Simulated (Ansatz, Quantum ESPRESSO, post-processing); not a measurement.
# Ballistic transmission: In chain with one bond drawn out by 1.5 Å, part 4 of 4

Aim: the zero-bias transmission with pwcond for this junction: In chain with one bond drawn out by 1.5 Å.

Quantum ESPRESSO 7.5; plane-wave DFT, LDA, GBRV ultrasoft pseudopotentials; cross-check by Ansatz 0.2.0 with PAW datasets.

So far. Step 2 (Ground state): The run needed 16 iterations to bring the estimated error under 1e-07 Ry; the largest force on any atom, held or free, is 0.37 eV/Å. Step 3 (The open system): At no point does T exceed the number of channels.

## 5. Cross-check with Ansatz

A second code with its own PAW datasets, on the same atoms.

Level of this step: plane-wave DFT, LDA, Ansatz PAW (Ansatz 0.2.0).

Contents of input.yaml:

```yaml
crystal:
  lattice:
    - [7.5, 0.0, 0.0]
    - [0.0, 7.5, 0.0]
    - [0.0, 0.0, 31.0]
  atoms:
    - { symbol: In, position: [0.5, 0.5, 0.0] }
    - { symbol: In, position: [0.5, 0.5, 0.0951612903] }
    - { symbol: In, position: [0.5, 0.5, 0.1903225806] }
    - { symbol: In, position: [0.5, 0.5, 0.285483871] }
    - { symbol: In, position: [0.5, 0.5, 0.3806451613] }
    - { symbol: In, position: [0.5, 0.5, 0.5241935484] }
    - { symbol: In, position: [0.5, 0.5, 0.6193548387] }
    - { symbol: In, position: [0.5, 0.5, 0.714516129] }
    - { symbol: In, position: [0.5, 0.5, 0.8096774194] }
    - { symbol: In, position: [0.5, 0.5, 0.9048387097] }
kpoints:
  mp_grid: { grid: [1, 1, 4] }
hamiltonian:
  xc: lda
scf:
  occupations: { method: fermi_dirac, width: 0.1 }
  convergence: { dr2_threshold: 1.0e-08 }
output:
  transmission:
    leads: [[0, 1]]
    e_range: [-2.0, 2.0]
    de: 0.05
    kmesh: [1, 1]
    reduced_basis: true
  write_potential: true
  write_density: true
  volumetric_format: npy
  elf: true
```

The run is started by

```sh
$ ansatz run input.yaml --threads 4 --pin off --max-ram 8192MiB --backend cpu --events-out ev --progress --plain --runs-dir out
```

Numbers of over 12 decimals in the logs are rounded to 6 here.

The program printed:

```text
Engine: ansatz 0.2.0, aarch64-unknown-linux-gnu
Pseudopotentials: kind: paw
Pseudopotential: In, paw, valence charge 13, recommended cutoff 420 eV (normal), In.paw.azcp
Functional definition: SPW92
  exchange = slater_x
  correlation = pw_c
Crystal: 10 atoms, lattice volume = 1743.750 Å³
Basis set: ecut = 420 eV, 34127 PW (Γ)
Bands: 78, of which v1, the nominal top of the filled ones, is band 65 counted from 1 (64 counted from 0)
Symmetry: 16 space group operations
Space group: P4/mmm (ITA 123), of the structure as read, at distance tolerance 1.2e-4 Å
k-points: 3 of 4
Non-local potential: In, projectors of the file, l = 0: 2, l = 1: 2, l = 2: 2, l = 3: 2
PAW form: soft (Blöchl's): semilocal exchange-correlation on the pseudo side does not see the compensation charge
PAW frozen core: In, regenerated for the run's functional, and the local potential with it (the file was generated under x = pbe(κ = 0.804, μ = 0.219515), c = pbe(β = 0.066725))
PAW one-centre angular grid: In, 590 points (default); XC on 64 Gauss nodes
Initial density: superposition of atomic densities (neutral atoms: chi_scale 0, normalization atom), corrected by the library's trained network
Initial wavefunctions: pseudopotential atomic-orbital guess
Functional: x = slater, c = lda
SCF iter   1: F=—  HF=-54555.153494 eV  |F-HF|=—  |Δ(HF+E_count)|=         —  Δρ=3.01e-3  dr2=7.62e-1  ethr=1.77e-3  ⟨swp⟩=5.7  Hψ=776  notcnv=0
preconditioner: auto → LDOS  [metal: Δε(μ)=0.149 eV  Ē_g=12.965 eV  σ=0.100 eV  W_gap=0.33  n_scr=148 (ndim 8)  ℏωp=10.1 eV  f_vac=0.631  D(μ)=24.45/eV (n_scr^D=110)  β→1.0]
SCF iter   2: F=—  HF=-54555.101538 eV  |F-HF|=—  |Δ(HF+E_count)|=   5.20e-2  Δρ=1.57e-3  dr2=9.18e-2  ethr=5.86e-4  ⟨swp⟩=4.0  Hψ=480  notcnv=0
SCF iter   3: F=—  HF=-54555.089833 eV  |F-HF|=—  |Δ(HF+E_count)|=   1.17e-2  Δρ=8.62e-4  dr2=2.81e-2  ethr=7.06e-5  ⟨swp⟩=2.3  Hψ=430  notcnv=0
SCF iter   4: F=—  HF=-54555.086054 eV  |F-HF|=—  |Δ(HF+E_count)|=   3.78e-3  Δρ=2.22e-4  dr2=7.87e-3  ethr=2.16e-5  ⟨swp⟩=2.0  Hψ=363  notcnv=0
SCF iter   5: F=—  HF=-54555.085327 eV  |F-HF|=—  |Δ(HF+E_count)|=   7.27e-4  Δρ=8.96e-5  dr2=8.17e-4  ethr=6.05e-6  ⟨swp⟩=2.0  Hψ=258  notcnv=0
SCF iter   6: F=—  HF=-54555.085266 eV  |F-HF|=—  |Δ(HF+E_count)|=   6.12e-5  Δρ=4.46e-5  dr2=1.26e-4  ethr=6.28e-7  ⟨swp⟩=2.0  Hψ=267  notcnv=0
SCF iter   7: F=—  HF=-54555.085236 eV  |F-HF|=—  |Δ(HF+E_count)|=   3.04e-5  Δρ=2.27e-5  dr2=2.90e-5  ethr=9.66e-8  ⟨swp⟩=2.0  Hψ=399  notcnv=0
SCF iter   8: F=—  HF=-54555.085236 eV  |F-HF|=—  |Δ(HF+E_count)|=   1.22e-7  Δρ=9.90e-6  dr2=7.12e-6  ethr=2.23e-8  ⟨swp⟩=2.0  Hψ=390  notcnv=0
SCF iter   9: F=—  HF=-54555.084991 eV  |F-HF|=—  |Δ(HF+E_count)|=   2.45e-4  Δρ=3.79e-6  dr2=1.19e-6  ethr=5.48e-9  ⟨swp⟩=3.0  Hψ=500  notcnv=0
SCF iter  10: F=—  HF=-54555.084991 eV  |F-HF|=—  |Δ(HF+E_count)|=   7.23e-8  Δρ=2.53e-6  dr2=3.32e-7  ethr=9.14e-10  ⟨swp⟩=2.0  Hψ=432  notcnv=0
SCF iter  11: F=—  HF=-54555.084991 eV  |F-HF|=—  |Δ(HF+E_count)|=   5.09e-8  Δρ=5.93e-7  dr2=2.91e-8  ethr=2.55e-10  ⟨swp⟩=3.0  Hψ=432  notcnv=0
SCF iter  12: F=-54555.084991 eV  HF=-54555.084991 eV  |F-HF|=6.48e-9  |Δ(HF+E_count)|=  8.08e-10  Δρ=4.28e-7  dr2=9.17e-9  ethr=7.69e-12  ⟨swp⟩=5.7  Hψ=545  notcnv=0
SCF 1 converged in 12 iterations: F = -54555.084991 eV  dr2 = 9.17e-9
  greatest PAW one-centre occupation: 0.984 electrons in one spin orbital (limit 2), on the In atom at site 5 (counted from 0), in its partial waves of l = 2
transmission: 39 of 234 steps passed
transmission: 78 of 234 steps passed
[...]
transmission: 234 of 234 steps passed
SCF converged after 12 iterations
Free energy (F): -54555.084991 eV
Harris-Foulkes:  -54555.084991 eV  (|F-HF|=6.48e-9)
Internal energy: -54554.291030 eV  (E = F + TS)
E sigma→0 (E₀):  -54554.688010 eV
Entropy (-TS):   -0.793961 eV (-79.396 meV/atom)
Fermi energy:    -1.409159 eV
--- Per-component energies (eV) ---
  E_band       = -1769.184841
  E_kinetic    = 2402.174048
  E_local      = -24919.975983  (includes V_loc(G=0)·N_el)
  E_nonlocal   = 3688.339585
  E_hartree    = 10510.584199
  E_xc         = -2122.944445
  E_vxc        = -991.640447  (∫ρ·V_xc dr)
  E_paw        = -40114.115086  (= ΣΔE_a)
  E_vpaw       = -2969.241676  (= ΣTr[D̂ρ^β])
  E_aug_tail   = 0.000251  (compensation charges beyond the density's cutoff)
  E_ewald      = -4001.198962
  E_core_change = 2.845364  (= ΣΔE_core)
  E_smearing   = -0.793961  (= −TS)
  E_closure    = -0.000000  (closes the sum)
  Σ components = -54555.084991   (vs F -54555.084991, Δ=0.00e0)
--- Band table (eV) ---
  k-point 0: bands = [... 61 lower, -1.5474, -1.5474, -1.4205, -1.4205, -1.3897, -1.3066, -1.3066, -0.9698, ... 9 higher]
  k-point 1: bands = [... 61 lower, -1.6191, -1.5426, -1.5426, -1.4412, -1.4412, -1.2750, -1.2750, -1.0102, ... 9 higher]
  k-point 2: bands = [... 61 lower, -1.8268, -1.5366, -1.5366, -1.4588, -1.4588, -1.2429, -1.2429, -1.0501, ... 9 higher]
--- Transmission ---
  basis      : 497 plane waves across, 39 finite elements along
  points     : 1, standing for a mesh of 1 x 1
  energies   : 81 from -2.000000 to 2.000000 eV about the Fermi level, 0.050000 eV apart; the leads are filled to 0.000000 eV, and channels, transmission and decay are at 0.000000 eV
  crystal 0  : In1, at the sites [0, 1], period 2.9500 Å, over 29.50 Å; its Hamiltonian steps by up to 11.1 meV
    offset         : up to 0.0000 Å between an atom of the period and one for which it stands
    channels       : 3.000000e0 a spin
    conductance    : none, the energies end too early or step too widely for 300 K: set another output.transmission.e_range or a lower de, or, where they end at an eighth of basis.ecutwfc, a higher one
  junction   : crystal 0 to crystal 0, -1.48 to 26.58 Å
    transmission   : 9.195151e-1 a spin
    error estimate : 2.948315e-4 a spin from the reduction of the transverse basis, at the most 4.076579e-4 at -0.050000 eV
    conductance    : none, the energies end too early or step too widely for 300 K: set another output.transmission.e_range or a lower de, or, where they end at an eighth of basis.ecutwfc, a higher one
```

The job ended after 27 s (4 threads of Arm Neoverse V2, shared host; peak memory 2.3 GiB).

This step gave:

| Property | Result |
| --- | --- |
| free energy | -54555.0850 eV |
| energy at zero smearing | -54554.6880 eV |
| smearing term TS | 0.7940 eV |
| Fermi energy | -1.409 eV |
| symmetry operations | 16 |
| transmission at the Fermi level, one spin | 0.9195 |
| step of the lead's Hamiltonian over a period | 11.1 meV |

Per spin. Table of transmission by energy, zero at the Fermi level:

```csv
energy (eV),transmission
-2.00,0
-1.85,0
-1.70,0
-1.60,0
-1.45,0
-1.30,0
-1.15,0.253
-1.05,0.308
-0.90,0.355
-0.75,0.385
-0.60,0.409
-0.50,0.422
-0.35,0.439
-0.20,0.454
-0.05,0.834
0.00,0.920
0.05,0.937
0.20,0.859
0.35,0.801
0.50,0.785
0.60,0.790
0.75,0.811
0.90,0.841
1.05,0.874
1.15,0.895
1.30,0.923
1.45,0.947
1.60,0.966
1.70,0.978
1.85,0.993
2.00,1.01
```

Per spin. Table of open channels by energy, zero at the Fermi level:

energy (eV), open channels and a bar:
```
    -2.00       0.00 
    -1.85       0.00 
    -1.70       0.00 
    -1.60       0.00 
    -1.45       0.00 
    -1.30       0.00 
    -1.15       1.00 ##########
    -1.05       1.00 ##########
    -0.90       1.00 ##########
    -0.75       1.00 ##########
    -0.60       1.00 ##########
    -0.50       1.00 ##########
    -0.35       1.00 ##########
    -0.20       1.00 ##########
    -0.05       3.00 ##############################
     0.00       3.00 ##############################
     0.05       3.00 ##############################
     0.20       3.00 ##############################
     0.35       3.00 ##############################
     0.50       3.00 ##############################
     0.60       3.00 ##############################
     0.75       3.00 ##############################
     0.90       3.00 ##############################
     1.05       3.00 ##############################
     1.15       3.00 ##############################
     1.30       3.00 ##############################
     1.45       3.00 ##############################
     1.60       3.00 ##############################
     1.70       3.00 ##############################
     1.85       3.00 ##############################
     2.00       3.00 ##############################
```

Electrostatic potential energy in the ca plane at fractional y = 0.500, with atoms of In within 0.2 Å of it. With pseudopotentials it is smooth inside the atoms' cores, unlike the true potential.

Values in eV, 11 rows by 16 columns, each cell a mean:
```
  2   2   2   2   2   2   2   2   2   2   2   2   2   2   2   2
  2   2   2   2   2   2   2   2   2   2   2   2   2   2   2   2
  1   1   1   2   1   2   2   1   2   1   1   2   1   1   2   1
 -1  -5   0  -1  -5   0  -2  -5   0  -2  -4   0  -2  -4   0  -3
-15 -36  -7 -17 -35  -5 -19 -34  -5 -20 -33  -4 -22 -32  -4 -24
-24 -45 -12 -26 -45 -10 -28 -44  -9 -30 -43  -7 -32 -42  -7 -34
-10 -26  -4 -11 -25  -3 -12 -25  -3 -14 -24  -2 -15 -23  -2 -16
  0  -2   1   0  -2   1   0  -1   1   0  -1   1   0  -1   1  -1
  2   1   2   2   2   2   2   2   2   2   2   2   2   2   2   2
  2   2   2   2   2   2   2   2   2   2   2   2   2   2   2   2
  2   2   2   2   2   2   2   2   2   2   2   2   2   2   2   2
```
Columns run along c (16.0 Å, from fractional 0.48 to 1.00 of the cell; values clipped at the 3rd and 97th percentile), rows up along a (7.5 Å). Atoms in or near the plane, at fractional coordinates: In at (0.00, 0.50), In at (0.52, 0.50), In at (0.62, 0.50), In at (0.71, 0.50), In at (0.81, 0.50), In at (0.90, 0.50).

ELF in the ca plane at fractional y = 0.500, with atoms of In within 0.2 Å of it. It is the smooth field of the valence electrons, not physical close to the nuclei.

Values, 11 rows by 16 columns, each cell a mean:
```
0.01 0.00 0.00 0.01 0.01 0.01 0.01 0.01 0.01 0.01 0.01 0.01 0.01 0.01 0.00 0.01
0.11 0.09 0.06 0.13 0.13 0.09 0.10 0.12 0.08 0.09 0.13 0.07 0.11 0.14 0.07 0.12
0.38 0.29 0.18 0.32 0.32 0.24 0.28 0.32 0.23 0.27 0.33 0.21 0.29 0.34 0.20 0.31
0.47 0.32 0.32 0.39 0.32 0.37 0.35 0.32 0.37 0.34 0.34 0.35 0.34 0.34 0.34 0.35
0.35 0.19 0.34 0.31 0.19 0.37 0.28 0.20 0.37 0.27 0.21 0.36 0.26 0.22 0.35 0.25
0.28 0.04 0.33 0.24 0.05 0.35 0.21 0.06 0.36 0.19 0.08 0.35 0.18 0.09 0.34 0.16
0.39 0.26 0.34 0.34 0.25 0.38 0.31 0.26 0.38 0.30 0.26 0.37 0.29 0.27 0.36 0.29
0.48 0.34 0.29 0.40 0.34 0.35 0.36 0.35 0.34 0.34 0.36 0.32 0.35 0.37 0.31 0.37
0.30 0.23 0.14 0.27 0.28 0.19 0.23 0.27 0.18 0.22 0.28 0.16 0.23 0.29 0.16 0.26
0.06 0.05 0.04 0.08 0.08 0.05 0.06 0.07 0.05 0.06 0.08 0.04 0.06 0.08 0.04 0.07
0.00 0.00 0.00 0.00 0.00 0.00 0.00 0.00 0.00 0.00 0.00 0.00 0.00 0.00 0.00 0.00
```
Columns run along c (16.0 Å, from fractional 0.48 to 1.00 of the cell), rows up along a (7.5 Å). Atoms in or near the plane, at fractional coordinates: In at (0.00, 0.50), In at (0.52, 0.50), In at (0.62, 0.50), In at (0.71, 0.50), In at (0.81, 0.50), In at (0.90, 0.50).

Ansatz finds T = 0.920 against pwcond's 1.14.

## 6. All levels side by side

All levels:

```csv
step,T at the Fermi level (per spin),conductance (G0),r.m.s. T(E) from the first,CPU time of the step (s),peak memory (GiB)
Ansatz,0.9195,-,0,99.16,2.337
pwcond,1.139,1.139,0.05109,659.5,0.42
"pwcond, changed setting",1.114,1.114,0.04616,173.6,0.38
```

Per spin. Transmission against energy, zero at the Fermi level:

```csv
energy (eV),Ansatz,pwcond,"pwcond, changed setting"
-2.00,0,0,0
-1.90,0,0,0
-1.80,0,0,0
-1.70,0,0,0
-1.60,0,0,0
-1.50,0,0,0
-1.40,0,0,0
-1.20,0.207,0.240,0.231
-1.10,0.285,0.337,0.335
-1.00,0.327,0.367,0.366
-0.90,0.355,0.383,0.382
-0.80,0.376,0.396,0.395
-0.70,0.394,0.408,0.407
-0.60,0.409,0.420,0.419
-0.50,0.422,0.431,0.430
-0.40,0.434,0.442,0.441
-0.30,0.444,0.452,0.452
-0.20,0.454,0.462,0.461
-0.10,0.675,0.875,0.766
0.00,0.920,1.14,1.11
0.10,0.919,0.951,1.03
0.20,0.859,0.815,0.848
0.30,0.814,0.775,0.785
0.40,0.792,0.771,0.774
0.50,0.785,0.774,0.778
0.60,0.790,0.777,0.780
0.70,0.802,0.781,0.784
0.80,0.820,0.793,0.793
0.90,0.841,0.818,0.814
1.00,0.863,0.875,0.855
1.10,0.884,0.822,0.750
1.20,0.905,0.883,0.876
1.40,0.940,0.941,0.943
1.50,0.954,0.957,0.962
1.60,0.966,0.969,0.975
1.70,0.978,0.979,0.987
1.80,0.988,0.990,0.998
1.90,0.999,1.00,1.01
2.00,1.01,1.01,1.02
```

## 7. The arithmetic

G = 1.14 × 77.48 µS = 88.3 µS a cell, a resistance of 11.3 kΩ.

## 8. Results

* conductance from T at the Fermi level, a cell (G₀ = 2e²/h): 1.14 G₀
* lead channels per spin: 3.00
* the same conductance by Ansatz: 0.920 G₀

The junction conducts 1.14 G₀ a cell at the Fermi level (LDA, GBRV ultrasoft). At the Fermi level the junction passes 38 % of what the leads offer. At the Fermi level pwcond and Ansatz differ by 24 %; unlike potentials, short leads and band edges at slightly different energies can each add to that; the cause was not traced. Over -2 to 2 eV, T lies between 0 and 1.1 per spin. The geometry is as built, not relaxed, and the leads are short.

[Logs are printed without paths, hosts, clocks, repeated set-up lines and the standing remarks that a program may print on its own settings, such as how far it seeks lower states.]

[Hosts, paths, dates, database ids (printed as entryN), source tags and the programs' standing remarks are cut or masked in the printed files.]

[Maps of the electrostatic potential energy from Ansatz leave out the sawtooth potential of an applied field or a dipole correction, so their vacuum need not be flat; planar profiles and work functions include it.]
